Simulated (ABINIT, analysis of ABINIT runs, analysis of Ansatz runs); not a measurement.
# S on a Se site in ZnSe: local vibrational mode, PBE (ABINIT)

How near does this set-up come to the measured local vibrational mode? Subject: S on a Se site in ZnSe. Set-up: PBE, JTH 2.0 PBE, cutoffs x 0.85, 32-site cell, PBE lattice, k: 2x2x2 shifted. The model is a cell of 32 host atoms with 1 Se taken out and 1 S put in. The frequencies come from force constants among the defect atom and its neighbours, with the masses of the isotopes named. This set-up takes another basis size than the usual one.

**The experiment.** Threefold local mode of S: 297 cm⁻¹, by Infrared reflectivity with Kramers-Kronig analysis (ZnSe with ~1% S) (“Optical Studies of Lattice Vibration in II-VI Semiconducting Compounds”, 1968, M. Balkanski). The runs below try to reproduce this.

Method: ABINIT plane-wave DFT, PBE, JTH 2.0 PBE potentials; relaxation of all atoms of a defect supercell, in ABINIT 10.8.3.

### 1. Starting point

The cell holds 32 atoms: 16 Zn, 15 Se and 1 S. Cell: a = 9.923 Å, b = 9.923 Å, c = 9.923 Å, α = 109.5°, β = 109.5°, γ = 109.5°. It derives from ZnSe (space group F-43m). Nearest the centre at fractional (0.500, 0.750, 0.500): S28 at 0.00 Å, Zn7 at 2.48 Å, Zn12 at 2.48 Å, Zn16 at 2.48 Å, Zn9 at 2.48 Å, Se29 at 4.05 Å, Se30 at 4.05 Å, Se27 at 4.05 Å.

The host's primitive cell comes from a first run (ABINIT plane-wave DFT, PBE, JTH 2.0 PBE potentials; relaxation of cell and atoms of a defect-free cell): vectors of 4.051, 4.051 and 4.051 Å. That is 23.51 Å³ an atom, 3.3 % over the diffraction cell's volume. The supercell is built on it.

### 2. Relaxation, charge 0

Every later number rests on the structure around the defect, so the atoms are relaxed at the host's lattice first.

Contents of run.abi:

```
# S on a Se site in ZnSe
acell 3*1.0 Angstrom
rprim
    -5.729181772    5.729181772   -5.729181772
     5.729181772    5.729181772    5.729181772
     5.729181772   -5.729181772   -5.729181772
natom 32
ntypat 3
znucl 30 34 16
typat 1 1 1 1 1 1 1 1 1 1 1 1 1 1 1 1 2 2 2 2 2 2 2 2 2 2 2 3 2 2 2 2
xred
     0.000000000    0.000000000    0.000000000
     0.000000000    0.250000000    0.750000000
     0.000000000    0.500000000    0.500000000
     0.000000000    0.750000000    0.250000000
     0.250000000    0.000000000    0.750000000
     0.250000000    0.250000000    0.500000000
     0.250000000    0.500000000    0.250000000
     0.250000000    0.750000000    0.000000000
     0.500000000    0.000000000    0.500000000
     0.500000000    0.250000000    0.250000000
     0.500000000    0.500000000    0.000000000
     0.500000000    0.750000000    0.750000000
     0.750000000    0.000000000    0.250000000
     0.750000000    0.250000000    0.000000000
     0.750000000    0.500000000    0.750000000
     0.750000000    0.750000000    0.500000000
     0.000000000    0.000000000    0.750000000
     0.000000000    0.250000000    0.500000000
     0.000000000    0.500000000    0.250000000
     0.000000000    0.750000000    0.000000000
     0.250000000    0.000000000    0.500000000
     0.250000000    0.250000000    0.250000000
     0.250000000    0.500000000    0.000000000
     0.250000000    0.750000000    0.750000000
     0.500000000    0.000000000    0.250000000
     0.500000000    0.250000000    0.000000000
     0.500000000    0.500000000    0.750000000
     0.500000000    0.750000000    0.500000000
     0.750000000    0.000000000    0.000000000
     0.750000000    0.250000000    0.750000000
     0.750000000    0.500000000    0.500000000
     0.750000000    0.750000000    0.250000000
pseudos "Zn.xml, Se.xml, S.xml"
ecut 14.7
pawecutdg 40.0
kptopt 2
ngkpt 2 2 2
nshiftk 1
shiftk 0.5 0.5 0.5
nsym 1
chkprim 0
maxnsym 12000
nband 150
occopt 3
tsmear 0.01 eV
nstep 100
diemac 4.0
tolrff 0.02
ionmov 22
ntime 70
tolmxf 1.9e-04
iomode 3
prtwf 0
prteig 0
prtebands 0
prtden 0
```

On the command line:

```sh
$ OMP_NUM_THREADS=1 mpirun -n 4 abinit run.abi > run.log
```

Numbers of over 12 decimals in the logs are rounded to 6 here.

The log of the run:

```text
Symmetries : space group P1 (#  1); Bravais aP (primitive triclinic)
================================================================================
 Values of the parameters that define the memory need of the present run
     intxc =       0    ionmov =      22      iscf =      17    lmnmax =      18
     lnmax =       6     mgfft =      72  mpssoang =       3    mqgrid =    4360
     natom =      32  nloc_mem =       2    nspden =       1   nspinor =       1
    nsppol =       1      nsym =       1    n1xccc =       1    ntypat =       3
    occopt =       3   xclevel =       2
-    mband =         150        mffmem =           1         mkmem =           1
       mpw =       13700          nfft =      373248          nkpt =           4
Pmy_natom=         8
 PAW method is used; the additional fine FFT grid is defined by:
   mgfftf=       108    nfftf =   1259712
================================================================================
  Rough estimation (10% accuracy) of disk space for files :
_ WF disk file :    125.429 Mbytes ; DEN or POT disk file :      9.613 Mbytes.
================================================================================

--------------------------------------------------------------------------------
------------- Echo of variables that govern the present computation ------------
--------------------------------------------------------------------------------
-
- outvars: echo of selected default values
-   iomode0 =  0 , fftalg0 =312 , wfoptalg0 = 10
-
- outvars: echo of global parameters not present in the input file
-  max_nthreads =    1
-
 -outvars: echo values of preprocessed input variables --------
-          iomode           3
            acell      1.8897261259E+00  1.8897261259E+00  1.8897261259E+00 Bohr
              amu      6.53900000E+01  7.89600000E+01  3.20660000E+01
          chkprim           0
           diemac      4.00000000E+00
             ecut      1.47000000E+01 Hartree
-          fftalg         312
           ionmov          22
              ixc     -101130
              kpt      2.50000000E-01  2.50000000E-01  2.50000000E-01
                      -2.50000000E-01  2.50000000E-01  2.50000000E-01
                       2.50000000E-01 -2.50000000E-01  2.50000000E-01
                      -2.50000000E-01 -2.50000000E-01  2.50000000E-01
           kptopt           2
         kptrlatt        2    0    0      0    2    0      0    0    2
          kptrlen      3.75043888E+01
          maxnsym    ***
            natom          32
            nband         150
            ngfft          72      72      72
          ngfftdg         108     108     108
             nkpt           4
            nstep         100
             nsym           1
            ntime          70
           ntypat           3
              occ      2.000000  2.000000  2.000000  2.000000  2.000000  2.000000
                       2.000000  2.000000  2.000000  2.000000  2.000000  2.000000
                       2.000000  2.000000  2.000000  2.000000  2.000000  2.000000
                       2.000000  2.000000  2.000000  2.000000  2.000000  2.000000
                       2.000000  2.000000  2.000000  2.000000  2.000000  2.000000
                       2.000000  2.000000  2.000000  2.000000  2.000000  2.000000
                       2.000000  2.000000  2.000000  2.000000  2.000000  2.000000
                       2.000000  2.000000  2.000000  2.000000  2.000000  2.000000
                       2.000000  2.000000  2.000000  2.000000  2.000000  2.000000
                       2.000000  2.000000  2.000000  2.000000  2.000000  2.000000
                       2.000000  2.000000  2.000000  2.000000  2.000000  2.000000
                       2.000000  2.000000  2.000000  2.000000  2.000000  2.000000
                       2.000000  2.000000  2.000000  2.000000  2.000000  2.000000
                       2.000000  2.000000  2.000000  2.000000  2.000000  2.000000
                       2.000000  2.000000  2.000000  2.000000  2.000000  2.000000
                       2.000000  2.000000  2.000000  2.000000  2.000000  2.000000
                       2.000000  2.000000  2.000000  2.000000  2.000000  2.000000
[...]
occopt           3
        optforces           1
        pawecutdg      4.00000000E+01 Hartree
           prtden           0
        prtebands           0
           prteig           0
            prtwf           0
            rprim     -5.7291817720E+00  5.7291817720E+00 -5.7291817720E+00
                       5.7291817720E+00  5.7291817720E+00  5.7291817720E+00
                       5.7291817720E+00 -5.7291817720E+00 -5.7291817720E+00
           shiftk      5.00000000E-01  5.00000000E-01  5.00000000E-01
          spgroup           1
           tolmxf      1.90000000E-04
           tolrff      2.00000000E-02
           tsmear      3.67493222E-04 Hartree
            typat      1  1  1  1  1  1  1  1  1  1  1  1  1  1  1  1  2  2  2  2
                       2  2  2  2  2  2  2  3  2  2  2  2
           useylm           1
              wtk        0.25000    0.25000    0.25000    0.25000
           xangst      0.0000000000E+00  0.0000000000E+00  0.0000000000E+00
                       5.7291817720E+00 -2.8645908860E+00 -2.8645908860E+00
                       5.7291817720E+00  0.0000000000E+00  0.0000000000E+00
                       5.7291817720E+00  2.8645908860E+00  2.8645908860E+00
                       2.8645908860E+00 -2.8645908860E+00 -5.7291817720E+00
                       2.8645908860E+00  0.0000000000E+00 -2.8645908860E+00
                       2.8645908860E+00  2.8645908860E+00 -2.3500188930E-16
                       2.8645908860E+00  5.7291817720E+00  2.8645908860E+00
                       0.0000000000E+00  0.0000000000E+00 -5.7291817720E+00
                       2.3500188930E-16  2.8645908860E+00 -2.8645908860E+00
                       8.4035090219E-17  5.7291817720E+00 -8.4035090219E-17
                       5.7291817720E+00  2.8645908860E+00 -2.8645908860E+00
[...]
xcart      0.0000000000E+00  0.0000000000E+00  0.0000000000E+00
[...]
xred      0.0000000000E+00  0.0000000000E+00  0.0000000000E+00
[...]
znucl       30.00000   34.00000   16.00000

================================================================================

 chkinp: Checking input parameters for consistency.

================================================================================
== DATASET  1 ==================================================================

[...]
frms,max,avg= 3.4748208E-05 9.9280549E-05  -3.080E-06 -1.934E-06  2.755E-06 h/b

 cartesian forces (eV/Angstrom) at end:
[...]
frms,max,avg= 1.7868247E-03 5.1052111E-03  -1.584E-04 -9.946E-05  1.417E-04 e/A
 length scales=  1.889726125908  1.889726125908  1.889726125908 bohr
              =  1.000000000000  1.000000000000  1.000000000000 angstroms
 Fermi (or HOMO) energy (hartree) =   0.15457   Average Vxc (hartree)=  -0.33093
 Eigenvalues (hartree) for nkpt=   4  k points:
 kpt#   1, nband=150, wtk=  0.25000, kpt=  0.2500  0.2500  0.2500 (reduced coord)
[...]
occupation numbers for kpt#   1
[...]
2.00000    2.00000    2.00000    2.00000    2.00000    2.00000    2.00000    2.00000
   2.00000    2.00000    2.00000    2.00000    2.00000    2.00000    2.00000    2.00000
   2.00000    2.00000    2.00000    2.00000    2.00000    2.00000    2.00000    2.00000
   2.00000    2.00000    2.00000    2.00000    2.00000    2.00000    2.00000    2.00000
   2.00000    2.00000    2.00000    2.00000    2.00000    2.00000    2.00000    2.00000
   2.00000    2.00000    2.00000    2.00000    2.00000    2.00000    2.00000    2.00000
   2.00000    2.00000    2.00000    2.00000    2.00000    2.00000    2.00000    2.00000
   2.00000    2.00000    2.00000    2.00000    2.00000    2.00000    2.00000    2.00000
[...]
prteigrs : prtvol=0 or 1, do not print more k-points.

iteration_state     : {dtset: 1, itime: 15, icycle: 1, }
comment             : Components of total free energy in Hartree
kinetic             :  1.59576975471393E+02
hartree             :  3.59283906585718E+02
xc                  : -1.25941907412474E+02
Ewald energy        : -6.94856613116287E+02
psp_core            :  3.42166291925176E+01
local_psp           : -1.22890853883863E+03
PAW spherical_terms :  3.12834153718342E+02
internal            : -1.18379539439942E+03
'-kT*entropy'       :  4.51177492314740E-15
total_energy        : -1.18379539439942E+03
total_energy_eV     : -3.22127137132161E+04

iteration_state     : {dtset: 1, itime: 15, icycle: 1, }
comment             : '"Double-counting" decomposition of free energy'
band_energy         : -3.41007652450337E+01
Ewald energy        : -6.94856613116287E+02
psp_core            :  3.42166291925176E+01
xc_dc               : -3.94185704978962E+02
PAW spherical_terms : -9.48690315581053E+01
internal            : -1.18379548570587E+03
'-kT*entropy'       :  4.51177492314740E-15
total_energy_dc     : -1.18379548570587E+03
total_energy_dc_eV  : -3.22127161977911E+04

iteration_state     : {dtset: 1, itime: 15, icycle: 1, }
comment             : 'Components of total free energy, including PAW core contributions'
Total energy        : -6.55883382789481E+04
Total energy DC     : -6.55883383702545E+04
Total energy (eV)   : -1.78474960614052E+06
Total energy DC (eV): -1.78474960862509E+06

 rms coord change=  2.4885E-03   atom, delta coord (reduced):
[...]
25        0.000141789272     -0.001034568585      0.001616135453
    26       -0.000035503054      0.000024318031      0.000039584156
    27        0.000128558856      0.001674900945     -0.000980238971
    28       -0.000330830641     -0.000344629080     -0.000397217515
    29       -0.001570671291     -0.001595107995     -0.002741598681
    30       -0.001590754882     -0.002735800158     -0.001584702431
    31       -0.000963426503      0.001639089867      0.000161131227
    32       -0.001027984258      0.000155115381      0.001666196750

 Cartesian components of stress tensor (hartree/bohr^3)
  sigma(1 1)=  1.75172827E-05  sigma(3 2)= -5.26183773E-08
  sigma(2 2)=  1.75216708E-05  sigma(3 1)= -3.73316836E-08
  sigma(3 3)=  1.75202103E-05  sigma(2 1)=  5.21315540E-08

-Cartesian components of stress tensor (GPa)         [Pressure= -5.1545E-01 GPa]
- sigma(1 1)=  5.15376249E-01  sigma(3 2)= -1.54808611E-03
- sigma(2 2)=  5.15505352E-01  sigma(3 1)= -1.09833605E-03
- sigma(3 3)=  5.15462384E-01  sigma(2 1)=  1.53376327E-03

== END DATASET(S) ==============================================================
================================================================================

 -outvars: echo values of variables after computation  --------
-          iomode           3
            acell      1.8897261259E+00  1.8897261259E+00  1.8897261259E+00 Bohr
              amu      6.53900000E+01  7.89600000E+01  3.20660000E+01
          chkprim           0
           diemac      4.00000000E+00
             ecut      1.47000000E+01 Hartree
           etotal     -1.1837954857E+03
            fcart      3.1752584099E-05  2.3675696593E-05 -3.2556307952E-06
[...]
-          fftalg         312
           ionmov          22
              ixc     -101130
              kpt      2.50000000E-01  2.50000000E-01  2.50000000E-01
[...]
kptopt           2
         kptrlatt        2    0    0      0    2    0      0    0    2
          kptrlen      3.75043888E+01
          maxnsym    ***
            natom          32
            nband         150
            ngfft          72      72      72
          ngfftdg         108     108     108
             nkpt           4
            nstep         100
             nsym           1
            ntime          70
           ntypat           3
              occ      2.000000  2.000000  2.000000  2.000000  2.000000  2.000000
[...]
2.000000  2.000000  2.000000  2.000000  2.000000  2.000000
                       2.000000  2.000000  2.000000  2.000000  2.000000  2.000000
                       2.000000  2.000000  2.000000  2.000000  2.000000  2.000000
                       2.000000  2.000000  2.000000  2.000000  2.000000  2.000000
                       2.000000  2.000000  2.000000  2.000000  2.000000  2.000000
                       2.000000  2.000000  2.000000  2.000000  2.000000  2.000000
                       2.000000  2.000000  2.000000  2.000000  2.000000  2.000000
                       0.000000  0.000000  0.000000  0.000000  0.000000  0.000000
           occopt           3
        optforces           1
        pawecutdg      4.00000000E+01 Hartree
           prtden           0
        prtebands           0
           prteig           0
            prtwf           0
            rprim     -5.7291817720E+00  5.7291817720E+00 -5.7291817720E+00
[...]
shiftk      5.00000000E-01  5.00000000E-01  5.00000000E-01
          spgroup           1
           strten      1.7517282662E-05  1.7521670776E-05  1.7520210321E-05
[...]
tolmxf      1.90000000E-04
           tolrff      2.00000000E-02
           tsmear      3.67493222E-04 Hartree
            typat      1  1  1  1  1  1  1  1  1  1  1  1  1  1  1  1  2  2  2  2
                       2  2  2  2  2  2  2  3  2  2  2  2
           useylm           1
              wtk        0.25000    0.25000    0.25000    0.25000
           xangst      6.4616770875E-03  6.6016671756E-03  8.4656021649E-04
[...]
xcart      1.2210800009E-02  1.2475342936E-02  1.5997669583E-03
[...]
xred      5.0226255582E-04  1.1400706753E-03  4.9004527125E-04
[...]
5.0014178927E-01 -1.0345685847E-03  2.5161613545E-01
                       4.9996449695E-01  2.5002431803E-01  3.9584155839E-05
                       5.0012855886E-01  5.0167490094E-01  7.4901976103E-01
                       4.9966916936E-01  7.4965537092E-01  4.9960278248E-01
                       7.4842932871E-01 -1.5951079948E-03 -2.7415986814E-03
                       7.4840924512E-01  2.4726419984E-01  7.4841529757E-01
                       7.4903657350E-01  5.0163908987E-01  5.0016113123E-01
                       7.4897201574E-01  7.5015511538E-01  2.5166619675E-01
            znucl       30.00000   34.00000   16.00000

================================================================================
[key lines of the parts left out:]
pressure_GPa:  -5.1545E-01
```

The job ended after 2.5 h (4 MPI ranks of Arm Neoverse V2, shared host; peak memory 2 GiB; 10 h of CPU time).

Relaxation path:

| step | energy less that of the first step (eV) |
| --- | --- |
| 0 | 0.0000 |
| 1 | -0.0151 |
| 2 | 4.3670 |
| 3 | -0.0668 |
| 4 | -0.0702 |
| 5 | -0.0787 |
| 6 | -0.0894 |
| 7 | -0.0937 |
| 8 | -0.0965 |
| 9 | -0.0996 |
| 10 | -0.1005 |
| 11 | -0.1009 |
| 12 | -0.1011 |
| 13 | -0.1012 |
| 14 | -0.1012 |

The atoms that moved most (Å):

| atom | dx | dy | dz | length |
| --- | --- | --- | --- | --- |
| Zn12 | -0.054 | 0.053 | 0.054 | 0.093 |
| Zn9 | -0.054 | -0.054 | -0.053 | 0.092 |
| Zn16 | 0.052 | -0.054 | 0.054 | 0.092 |
| Zn7 | 0.049 | 0.049 | -0.049 | 0.086 |
| Se17 | -0.002 | -0.016 | 0.016 | 0.023 |
| Se29 | -0.016 | -0.002 | 0.016 | 0.022 |
| Se30 | -0.016 | -0.016 | 0.003 | 0.022 |
| Se32 | 0.016 | -0.015 | -0.003 | 0.022 |

The relaxed structure:

```xyz
32
Lattice="-5.7292 5.7292 -5.7292 5.7292 5.7292 5.7292 5.7292 -5.7292 -5.7292" Properties=species:S:1:pos:R:3 pbc="T T T"
Zn    0.0065    0.0066    0.0008
Zn    5.7358   -2.8658   -2.8711
Zn    5.7374    0.0021    0.0063
Zn    5.7386    2.8586    2.8627
Zn    2.8641   -2.8726   -5.7217
Zn    2.8585    0.0020   -2.8731
Zn    2.9141    2.9139   -0.0493
Zn    2.8583    5.7374    2.8631
Zn   -0.0539   -0.0537   -5.7818
Zn    0.0016    2.8586   -2.8734
Zn    0.0015    5.7375    0.0062
Zn    5.6750    2.9177   -2.8103
Zn   -2.8718    2.8645   -5.7217
Zn   -2.8659    5.7355   -2.8711
Zn    2.8575    2.8571   -5.7289
Zn    2.9170    5.6750   -2.8110
Se    4.2946   -4.3127   -4.2810
Se    4.2969   -1.4314   -1.4324
Se    4.2954    1.4466    1.4187
Se    4.2972    4.2965    4.2958
Se    1.4184   -1.4292   -4.3132
Se    1.4465    1.4467   -1.4309
Se    1.4463    4.2952    1.4182
Se    7.1469    1.4483   -1.4354
Se   -1.4298    1.4179   -4.3129
Se   -1.4317    4.2966   -1.4322
Se    4.3001    1.4482   -4.2824
S     4.2945    4.2953   -1.4301
Se   -4.3127    4.2945   -4.2813
Se    1.4167    1.4166   -7.1590
Se    1.4481    4.2998   -4.2829
Se    1.4486    7.1469   -1.4351
```

Neighbours of S28 at the end:

| atom | distance (Å) |
| --- | --- |
| Zn12 | 2.389 |
| Zn16 | 2.389 |
| Zn9 | 2.389 |
| Zn7 | 2.392 |
| Se23 | 4.028 |
| Se22 | 4.028 |
| Se19 | 4.029 |
| Se32 | 4.029 |
| Se25 | 4.029 |
| Se21 | 4.030 |
| Se31 | 4.030 |
| Se24 | 4.030 |
| Se27 | 4.030 |
| Se17 | 4.031 |
| Se30 | 4.032 |
| Se29 | 4.032 |

From the first step to the last the energy fell by 0.101 eV, and the largest move was 0.09 Å (Zn12 and 2 other atoms alike).

(Continued in part 2 of 2.)

[Logs are printed without paths, hosts, clocks, repeated set-up lines and the standing remarks that a program may print on its own settings, such as how far it seeks lower states.]

[Hosts, paths, dates, database ids (printed as entryN), source tags and the programs' standing remarks are cut or masked in the printed files.]

[For some hosts the program warned that the k-mesh of the response run may be too coarse for force constants and the static dielectric constant; such warnings are not shown here.]
